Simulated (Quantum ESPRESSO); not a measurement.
# Energy and gap at +3 % biaxial strain: H-GaAs-H chair, 1 layer

Method. Quantum ESPRESSO 7.5 driven by ASE, PBE, GBRV ultrasoft, ESM (bc1); atomic heights clamped; cell area 14.409 Å² at zero strain.

| strain (%) | energy (meV a cell) | gap on the mesh (eV) |
| --- | --- | --- |
| −3 | 57.93 | 2.029 |
| −1.5 | 15.08 | 1.844 |
| 0 | 0.00 | 1.668 |
| +1.5 | 8.98 | 1.501 |

**Question.** What are energy and gap at +3 %, and how stiff is the sheet?

**Fit.** About zero, E'' = (15.08 + 8.98 − 2 × 0.00)/1.5² = 10.69 meV per %² and E' = (8.98 − 15.08)/3 = −2.03 meV per %. With E = A K ε², where K = (C11 + C22)/2 + C12 (C11 + C12 for a hexagonal sheet), K = 10.69 × 10/(2 × 14.409) × 16.02 = 59 N/m. The parabola gives E(+3 %) = 0.00 + 3 × (−2.03) + 4.5 × 10.69 = 42.0 meV. Continuing the last slope, the gap is 2 × 1.501 − 1.668 = 1.334 eV.

**Check.** E = 38.9 meV and the gap 1.345 eV. The parabola misses by +3.1 meV, too high, since bonds soften under tension. The gap's line misses by −0.011 eV.

**Limits.** Clamped heights stiffen sheets with several planes. Semilocal gap, no spin-orbit coupling.
